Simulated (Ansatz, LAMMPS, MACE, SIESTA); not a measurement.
# Scaling test on amorphous Zn22Hg13S35

Single points at Γ on cells of 70, 140, 210, 350 and 490 atoms, calculated with Ansatz 0.2.0, SIESTA 5.4.2 and MACE MP-0b2 small.

Smallest cell: 70 atoms (22 Zn, 13 Hg, 35 S) placed at random at 5.53 g/cm³, melted at 2500 K for 10 ps at fixed volume with the Stillinger-Weber II-VI potential (Zhou et al., Phys. Rev. B 88, 085309 (2013)). Quenched from 2500 K to 500 K at 100 K/ps and fixed volume, held 5 ps.

Largest cell: 490 atoms (154 Zn, 91 Hg, 245 S) placed at random at 5.53 g/cm³, melted at 2500 K for 10 ps at fixed volume with the Stillinger-Weber II-VI potential (Zhou et al., Phys. Rev. B 88, 085309 (2013)). Quenched from 2500 K to 500 K at 100 K/ps and fixed volume, held 5 ps.

The programs:
- SIESTA: numerical atomic orbitals, whose automatically made sets are far from complete, with PseudoDojo norm-conserving potentials that we converted to its format (checked against plane waves on the same files for H, C, O, Si, Ge and Ca alone); labels give functional, basis size, energy shift and mesh cutoff.
- MACE: machine-learned potential, published weights.
- Ansatz: Kohn-Sham DFT, PBE, PAW, PAW set soft_2, the reference where it ran.

Q: Predict time, memory and force differences at each size for: Ansatz plane waves; Ansatz support functions; SIESTA PBE, SZ, shift 0.02 Ry, mesh 350 Ry; SIESTA PBE, DZP, shift 0.01 Ry, mesh 350 Ry; MACE MP-0b2 small potential.

CPU time (Arm Neoverse N1, shared host; 4 to 16 cores a run):

| method | 70 atoms | 140 atoms | 210 atoms | 350 atoms | 490 atoms |
| --- | --- | --- | --- | --- | --- |
| Ansatz plane waves | 3.2 min | 20 min | 53 min | - | - |
| Ansatz support functions | - | - | - | 2.5 h | - |
| SIESTA PBE, SZ, shift 0.02 Ry, mesh 350 Ry | 3.9 min | - | - | - | - |
| SIESTA PBE, DZP, shift 0.01 Ry, mesh 350 Ry | 6.7 min | 23 min | 70 min | - | - |
| MACE MP-0b2 small potential | 13 s | 12 s | 14 s | 15 s | 17 s |

Peak memory (GiB):

| method | 70 atoms | 140 atoms | 210 atoms | 350 atoms | 490 atoms |
| --- | --- | --- | --- | --- | --- |
| Ansatz plane waves | 2.4 | 6.2 | 12 | - | - |
| Ansatz support functions | - | - | - | 11 | - |
| SIESTA PBE, SZ, shift 0.02 Ry, mesh 350 Ry | 1.1 | - | - | - | - |
| SIESTA PBE, DZP, shift 0.01 Ry, mesh 350 Ry | 1.7 | 2.7 | 3.4 | - | - |
| MACE MP-0b2 small potential | 0.67 | 0.72 | 0.73 | 0.92 | 1.1 |

Force difference from the reference run of the same size, per cent of its r.m.s. force:

| method | 70 atoms | 140 atoms | 210 atoms | 350 atoms | 490 atoms |
| --- | --- | --- | --- | --- | --- |
| Ansatz plane waves | ref. | ref. | ref. | - | - |
| Ansatz support functions | - | - | - | ref. | - |
| SIESTA PBE, SZ, shift 0.02 Ry, mesh 350 Ry | 309 | - | - | - | - |
| SIESTA PBE, DZP, shift 0.01 Ry, mesh 350 Ry | 27 | 28 | 27 | - | - |
| MACE MP-0b2 small potential | 40 | 33 | 33 | 32 | - |

CPU time is summed over cores on a shared host, where runs went side by side, so it is rough. Symmetry, cutoffs, thresholds, outputs and thread counts weren't matched or tuned between programs; memory under MPI is the largest rank's times the ranks.

A dash marks a run that wasn't made or didn't finish, or, in the force table, a size without a reference.

Each size is a configuration of its own, and Γ sampling tightens with size. Machine-learned potentials mimic data converged in k, so the reference's own k-point error enters their differences. The quench rate of 100 K/ps is many orders above laboratory rates, so the cell is likely richer in defects and strain than a real sample. The network of bonds at the start is that of the classical potential that made the cell, and needn't be the one that DFT or experiment would give. Spin–orbit coupling is left out, which matters for the levels of the heavy elements.

[Hosts, paths, dates, database ids (printed as entryN), source tags and the programs' standing remarks are cut or masked in the printed files.]
